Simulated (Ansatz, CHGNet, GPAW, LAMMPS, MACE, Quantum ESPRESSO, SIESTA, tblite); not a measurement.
# Running glassy 68SiO2-14MgO-11ZnO-7BaO (mol %) (75 atoms) with tblite

Wanted: tblite inputs and outputs for glassy 68SiO2-14MgO-11ZnO-7BaO (mol %) (75 atoms), checked against a plane-wave reference.

Program: tblite 0.8.0. Level of theory: the method is named at each step. Results are calculated unless marked as measured.

### Step 1. Set-up

The cell holds 75 atoms: 19 Si, 4 Mg, 3 Zn, 2 Ba and 47 O. Cell: a = 10.675 Å, b = 10.675 Å, c = 10.675 Å, α = 90.0°, β = 90.0°, γ = 90.0°. 75 atoms (19 Si, 4 Mg, 3 Zn, 2 Ba, 47 O) placed at random at 2.53 g/cm³, melted at 4000 K for 10 ps at fixed volume with the Morse and Coulomb pair potential with partial charges (Pedone, Malavasi, Menziani, Cormack and Segre, J. Phys. Chem. B 110, 11780 (2006)). Quenched from 4000 K to 300 K at 25 K/ps and fixed volume, held 5 ps, then minimised at fixed cell.

The yardstick, on the same geometry:

| Quantity | Value |
| --- | --- |
| method | Kohn-Sham DFT, PBE, SSSP efficiency 1.3.0 pseudopotentials, plane waves (Quantum ESPRESSO 7.5); sssp-pbe-1.3.0-efficiency, cutoffs 60/480 Ry, Γ point |
| r.m.s. force component | 0.8484 eV/Å |
| longest force | 2.977 eV/Å |
| pressure | 0.5213 GPa |
| gap (highest filled to lowest empty level) | 2.283 eV |
| time | 3.7 min on 4 MPI ranks of Arm Neoverse V1, shared host |
| CPU time | 15 min |

### Step 2. GFN1-xTB

Method: GFN1-xTB tight binding, diagonalisation.

The input, run.py:

```python
import numpy as np
from ase.io import read
from tblite.ase import TBLite

atoms = read("structure.xyz")
atoms.calc = TBLite(method="GFN1-xTB", electronic_temperature=580, accuracy=1.0, max_iterations=250, mixer_damping=0.4, verbosity=1)
energy = atoms.get_potential_energy()
forces = atoms.get_forces()
print(f"energy {energy:.6f} eV")
print("forces (eV/A)")
for i, (a, f) in enumerate(zip(atoms, forces)):
    print(f"{i:4d} {a.symbol:2s} {f[0]:10.5f} {f[1]:10.5f} {f[2]:10.5f}")
stress = -atoms.get_stress(voigt=False) * 160.21766
print("stress (GPa, compression positive)")
for row in stress:
    print(" ".join(f"{x:10.4f}" for x in row))
print("charges (e)")
print(np.array2string(atoms.get_charges(), precision=4, suppress_small=True, max_line_width=110, threshold=100000))
```

The input, structure.xyz:

```xyz
75
Lattice="10.67530 0.00000 0.00000 0.00000 10.67530 0.00000 0.00000 0.00000 10.67530" Properties=species:S:1:pos:R:3 pbc="T T T"
Si 3.56342 9.52013 4.23916
Si 3.74714 4.18931 1.37306
Si 8.95754 3.20793 0.20689
Si 9.42640 6.08150 9.51340
Si 7.96858 1.98230 5.92810
Si 2.45062 9.88255 8.81139
Si 1.18432 10.58456 5.97432
Si 8.78929 9.63958 5.80267
Si 3.57868 6.27387 3.73273
Si 9.47219 8.24624 1.17556
Si 7.30361 7.61853 7.68547
Si 6.55890 9.40259 1.80744
Si 7.77162 1.12838 8.94836
Si 0.30382 2.88820 5.41430
Si 3.80681 4.42278 8.97633
Si 1.68905 6.78309 8.41534
Si 9.24150 7.05296 4.00900
Si 1.07436 5.82914 5.57646
Si 5.60048 9.50657 9.52514
Mg 7.64031 4.07796 3.36517
Mg 5.76701 5.05967 6.16659
Mg 6.38682 7.22953 4.47829
Mg 10.51400 0.25450 10.38216
Zn 0.53921 3.14366 1.98112
Zn 4.98964 1.30922 2.55983
Zn 1.74637 2.28377 10.23324
Ba 2.64747 8.60600 1.16105
Ba 4.52868 1.48803 6.94620
O 10.59822 9.27299 0.77492
O 3.44535 7.92321 3.74511
O 0.34481 3.07780 3.85400
O 2.93421 3.06467 8.91035
O 7.46983 1.81662 7.48798
O 4.62027 3.15679 2.16890
O 9.46066 2.58054 5.89084
O 9.16058 0.39050 8.97216
O 10.36497 10.00457 5.99407
O 7.03065 2.96368 5.10717
O 1.14557 1.53874 5.80886
O 4.85182 4.37047 7.78357
O 10.45144 2.36650 0.27905
O 5.56493 9.21342 0.42883
O 8.35385 6.62851 8.43840
O 2.26797 3.51762 1.13094
O 0.81346 4.29595 6.06058
O 6.51642 0.24009 2.17904
O 6.51748 0.13376 9.22880
O 2.24523 5.78868 4.48544
O 1.56084 6.75330 6.81330
O 0.27126 6.28423 8.96544
O 4.54821 9.81071 5.40352
O 10.41034 6.43785 4.93434
O 2.83974 5.75196 8.83488
O 4.86997 5.82882 4.51224
O 1.98016 10.31490 7.36372
O 8.04309 6.01329 3.87716
[... 15 atom lines left out ...]
O 7.93623 2.27000 10.08997
O 4.31261 4.49398 10.54357
O 9.21428 4.56519 10.01204
O 3.77489 10.47941 2.97595
```

Started as:

```bash
OMP_NUM_THREADS=1 python run.py > output.txt
```

Log:

```text
------------------------------------------------------------
  cycle        total energy    energy error   density error
------------------------------------------------------------
      1     -245.4478157268  -2.4663781E+02   1.0874826E+00
      2      810.9076213293   1.0563554E+03   1.3638307E+00
      3      383.9869673811  -4.2692065E+02   1.2211905E+00
      4      308.2109395550  -7.5776028E+01   9.5063093E-01
      5     -138.4441161723  -4.4665506E+02   4.4364474E-01
      6     -245.0913615232  -1.0664725E+02   2.2848859E-01
      7     -185.9650836359   5.9126278E+01   3.2304845E-01
      8     -232.5384763081  -4.6573393E+01   2.1036209E-01
      9     -269.5939935923  -3.7055517E+01   6.4211608E-02
     10     -215.9452396333   5.3648754E+01   2.4578717E-01
     11     -233.8765543365  -1.7931315E+01   1.9888293E-01
     12     -267.2452276511  -3.3368673E+01   5.8464583E-02
     13     -267.8245216091  -5.7929396E-01   5.2622578E-02
     14     -267.9640616159  -1.3954001E-01   5.0477245E-02
     15     -269.9012682519  -1.9372066E+00   1.8899291E-02
     16     -269.6522095237   2.4905873E-01   2.4026243E-02
     17     -269.7153156551  -6.3106131E-02   2.2104357E-02
     18     -269.8833521457  -1.6803649E-01   1.7548295E-02
     19     -270.0496345723  -1.6628243E-01   1.1466830E-02
     20     -270.1283865907  -7.8752018E-02   6.8684208E-03
     21     -270.1719932404  -4.3606650E-02   8.1340423E-04
     22     -270.1710268859   9.6635456E-04   1.2988119E-03
     23     -270.1721985104  -1.1716246E-03   5.9410234E-04
     24     -270.1725134066  -3.1489615E-04   1.4268860E-04
     25     -270.1725293065  -1.5899907E-05   1.9038459E-05
     26     -270.1725275508   1.7556762E-06   4.5968259E-05
     27     -270.1725269511   5.9970381E-07   5.1271806E-05
     28     -270.1725290841  -2.1329703E-06   1.9460663E-05
     29     -270.1725294316  -3.4749763E-07   2.9634184E-06
------------------------------------------------------------
 total:                                   3.750 sec
energy -7351.768992 eV
forces (eV/A)
   0 Si    0.27065   -0.31912   -0.17283
   1 Si   -0.80578    0.58861   -0.21230
   2 Si    1.53921   -0.51145    0.11138
   3 Si    0.16847    0.00218   -0.33083
   4 Si   -0.46027   -0.53545    0.44286
   5 Si    0.18563   -0.57601    1.14230
   6 Si    0.28719    0.11996   -0.32926
   7 Si   -0.06125   -0.01129   -0.32962
   8 Si   -0.18035    1.43834   -0.96327
   9 Si   -0.04687    0.61886    0.24336
  10 Si    0.27702    0.37350    0.20317
  11 Si   -0.23742   -0.74273   -0.39723
  12 Si    0.31728   -0.51642   -0.63786
  13 Si    0.17656   -0.09339    0.19623
  14 Si   -0.17600   -0.47840   -0.06858
  15 Si    0.55273    0.94914    0.35884
  16 Si   -0.55063    0.26976    0.20720
  17 Si   -0.00782   -0.05545    0.69431
  18 Si   -0.65081    0.20952    0.31692
  19 Mg    0.39567    0.16661    0.18122
  20 Mg   -0.22658    0.19205    0.34504
  21 Mg   -0.17450    0.70821   -0.77400
  22 Mg   -0.44128   -0.45932   -0.78272
  23 Zn    0.14244    0.21692    0.39300
[...]
67 O     0.05068    0.42329    0.88322
  68 O     0.01738    0.42028   -0.28610
  69 O    -0.05282    0.44552   -0.87168
  70 O    -0.40070    0.51528   -0.35223
  71 O    -1.50746    0.68505    0.64359
  72 O     1.21287    0.57926    0.26261
  73 O    -0.04710    0.05017   -0.44687
  74 O    -0.20121    1.64636   -2.49376
stress (GPa, compression positive)
   -1.8599     0.3557    -0.3188
    0.3557    -3.9765     0.0065
   -0.3188     0.0065    -1.3829
charges (e)
[ 0.8214  0.8591  0.8764  0.8731  0.8673  0.8463  0.8751  0.9064  0.8688  0.8584  0.9007  0.8591  0.8734
  0.877   0.8518  0.8849  0.8925  0.9075  0.8607  0.7825  0.7753  0.8668  0.7658  1.0353  0.9755  1.0019
  1.2024  1.1828 -0.7104 -0.5118 -0.6292 -0.6929 -0.4912 -0.6417 -0.4309 -0.6197 -0.4197 -0.6715 -0.4852
 -0.6634 -0.6893 -0.5083 -0.4196 -0.6648 -0.452  -0.6274 -0.4677 -0.44   -0.4193 -0.4386 -0.7169 -0.4286
 -0.4556 -0.6467 -0.4521 -0.6344 -0.4452 -0.4855 -0.7153 -0.4368 -0.4643 -0.4247 -0.4988 -0.6113 -0.5221
 -0.6209 -0.6225 -0.4194 -0.4301 -0.4977 -0.4408 -0.4415 -0.48   -0.439  -0.7229]
```

The job ended after 4.3 s (1 thread of Arm Neoverse V1, shared host; peak memory 0.11 GiB).

Banners, paths, timers and routine set-up lines are dropped from the logs unmarked, and long logs keep their key lines alone; longer cuts are marked.

Against the reference:

- r.m.s. force component: 0.9302 eV/Å
- r.m.s. difference of force components: 508.2 meV/Å
- longest difference of force vectors: 2552 meV/Å
- force difference over r.m.s. force: 59.9 %
- slope of forces against the reference's: 0.9217
- correlation of force components: 0.8406
- pressure: -2.406 GPa
- pressure difference: -2.928 GPa

Length of the force difference by element (eV/Å):

```
element  atoms  mean  most
     Ba      2  0.46  0.54
     Mg      4  0.68  0.90
      O     47  0.47   1.5
     Si     19   1.4   2.6
     Zn      3  0.86   1.1
```

A closer look about Ba27, one of the 2 Ba atoms: 11 atoms, nearest first, numbered in the order of the input, with positions taken from that point.

```
atom      x      y      z  distance (Å)  Mulliken charge (e)     Fx     Fy  Fz (eV/Å)
Ba27   0.00   0.00   0.00          0.00                 1.20   0.08   0.24       0.22
 O30   0.80  -0.68   2.58          2.79                -0.51  -0.15  -0.24      -1.02
 O29  -2.72   0.67  -0.39          2.83                -0.71   2.40   2.10      -0.54
 O75   1.13   1.87   1.81          2.84                -0.72  -0.20   1.65      -2.49
 O63  -0.63  -0.31  -2.83          2.92                -0.50  -0.15  -0.26       0.72
 O42   2.92   0.61  -0.73          3.07                -0.51  -1.00  -0.50       0.50
 O59  -0.82   2.31  -1.97          3.14                -0.72  -0.77   1.00       1.77
 Si6  -0.20   1.28  -3.02          3.29                 0.85   0.19  -0.58       1.14
 O70   0.91  -2.99   1.06          3.30                -0.50  -0.05   0.45      -0.87
 Si1   0.92   0.91   3.08          3.34                 0.82   0.27  -0.32      -0.17
 O65   1.42   1.26  -2.81          3.39                -0.52   0.35   0.38      -0.27
```

Atoms are counted from 1 here, from 0 in the log.

Forces lie 60 % from the reference's, at 0.0048 times its CPU time (on 1 against 4 cores).

### Step 3. Outcome

| Property | Result |
| --- | --- |
| force difference from the reference | tblite GFN1-xTB, 60 % |
| its CPU time | 4.3 s |

Tight binding differs by 60 % (tblite GFN1-xTB); it is another model, with fitted parameters of its own, and the xTB methods hold dispersion. One electronic-structure run takes under half the reference's CPU time: tblite GFN1-xTB, at 60 % in 4.3 s against 15 min; its pressure misses by -2.9 GPa. Periodic xTB results under one method name differ between programs and library versions. The reference's pressure holds the uncorrected Pulay stress of its 60 Ry basis, so small pressure differences, and their order, may be the reference's own error. The quench rate of 25 K/ps is many orders above laboratory rates, so the cell is likely richer in defects and strain than a real sample. The network of bonds at the start is that of the classical potential that made the cell, and needn't be the one that DFT or experiment would give. The reference's stress is far from hydrostatic: its diagonal is 1.5, -2.2, 2.2 GPa, compression counted positive. The electronic-structure runs sample only Γ, in a cell whose shortest periodic width is 11 Å. Spin–orbit coupling is left out, which matters for the levels of the heavy elements.

[Also dropped from logs without a mark: logging warnings of Python, and SIESTA's first energy breakdown and zero terms.]

[Logs are printed without paths, hosts, clocks, repeated set-up lines and the standing remarks that a program may print on its own settings, such as how far it seeks lower states.]

[Hosts, paths, dates, database ids (printed as entryN), source tags and the programs' standing remarks are cut or masked in the printed files.]
